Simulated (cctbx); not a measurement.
**What is wrong with this refinement?**

Cell a = 9.0220 Å, b = 9.2720 Å, c = 6.5830 Å, α = 90.00°, β = 93.47°, γ = 90.00°; space group C2/c (no. 15). The compound is Cd3CuIrO6.

Simulated single-crystal data (cctbx): Mo Kα, λ = 0.71073 Å, to d = 0.77 Å, 95 % of the full sphere, strongest reflection 70000 counts, noise from counting, a 2 % proportional error and a noise floor of 2 counts (s.d.); no absorption.

An anisotropic refinement with weights 1/σ² prints:

```text
Rint 0.017, 635 unique reflections to 0.77 A
cycle     R1     wR2    GooF  max shift (A)
   1  0.6157  0.8929  51.093   0.29483
   9  0.1984  0.4537  25.963   0.00027
final R1 0.1984 wR2 0.4537 GooF 25.963  parameters 52  data/parameter 12.2
atom        x        y        z      Ueq    occ   su(xyz)  su(Uiso or U11)
Cd1    0.25000  0.75000  0.50000  -0.0183  1.000  0.00000  0.0017  NPD
Cd2    0.18538  0.92726  0.88310   0.0117  1.000  0.00061  0.0023
Ir1    0.50000  0.10380  0.75000   0.0462  1.000  0.00070  0.0039
Cu1    0.50000  0.30719  0.25000   0.0081  1.000  0.00106  0.0039
O1     0.33854  0.07500  0.09667   0.0358  1.000  0.00858  0.0359  NPD
O2     0.81070  0.77794  0.31668   0.0377  1.000  0.00769  0.0407  NPD
O3     0.45314  0.34756  0.94636   0.0458  1.000  0.00986  0.0140  NPD
difference map: max 64.35 min -11.16 rms 3.78
Q1    0.2500  0.2500  0.0000    4   66.00  0.00 A from Cd1
Q2    0.1859  0.0747  0.3686    8   21.48  0.10 A from Cd2
Q3    0.0000  0.1956  0.7500    4   15.22  0.03 A from Cu1
Q4    0.0000  0.3966  0.2500    4   11.79  0.00 A from Ir1
Q5    0.2261  0.1806  0.7125    8   10.36  0.54 A from O2
Q6    0.1748  0.2477  0.5717    8    8.27  0.78 A from O2
```

Q: Accept it or mend it, and why?

Mend it. The fault: elements exchanged: Ir1 is Cd and Cd1 is Ir. Against the right model at the same level, R1 goes from 0.0064 to 0.1984 and GooF from 0.92 to 25.96, U of Cd1 shrinks from 0.0107 to -0.0183 Å², U of Ir1 swells from 0.0170 to 0.0462 Å², the top difference peak, 66.0 e/Å³, lies on Cd1 and Cd1, O1, O2 and O3 go non-positive-definite. Ir1 has 29 electrons too many and its U swells to shed them, as expected; Cd1 has 29 electrons too few and its U shrinks to make up, as expected.

The compound is Cd3CuIrO6. The right model at the same level gives:

```text
Rint 0.017, 635 unique reflections to 0.77 A
cycle     R1     wR2    GooF  max shift (A)
   1  0.0574  0.1825  10.442   0.02417
   2  0.0064  0.0160   0.915   0.00011
final R1 0.0064 wR2 0.0160 GooF 0.915  parameters 52  data/parameter 12.2
atom        x        y        z      Ueq    occ   su(xyz)  su(Uiso or U11)
Ir1    0.25000  0.75000  0.50000   0.0107  1.000  0.00000  0.0001
Cd1    0.18567  0.92716  0.88161   0.0151  1.000  0.00002  0.0001
Cd2    0.50000  0.10402  0.75000   0.0170  1.000  0.00002  0.0001
Cu1    0.50000  0.30614  0.25000   0.0094  1.000  0.00003  0.0001
O1     0.35782  0.07105  0.08297   0.0204  1.000  0.00024  0.0008
O2     0.78432  0.81214  0.28937   0.0246  1.000  0.00025  0.0009
O3     0.45055  0.34005  0.96542   0.0157  1.000  0.00020  0.0006
difference map: max 0.39 min -0.35 rms 0.10
Q1    0.1319  0.4222  0.5213    8    0.40  1.55 A from O1
Q2    0.2291  0.4467  0.4706    8    0.34  1.22 A from Cd1
Q3    0.0861  0.0617  0.3950    8    0.33  0.91 A from Cd1
Q4    0.0300  0.4262  0.3357    8    0.32  0.67 A from Cd2
Q5    0.1458  0.1177  0.2827    8    0.31  0.84 A from Cd1
Q6    0.2603  0.0087  0.3845    8    0.31  0.90 A from Cd1
```

The model is made up (kin elements in a known structure type, no relaxation), so it says nothing on whether the phase exists.

[Middle refinement cycles are left out of these outputs.]

[Logs are printed without paths, hosts, clocks, repeated set-up lines and the standing remarks that a program may print on its own settings, such as how far it seeks lower states.]
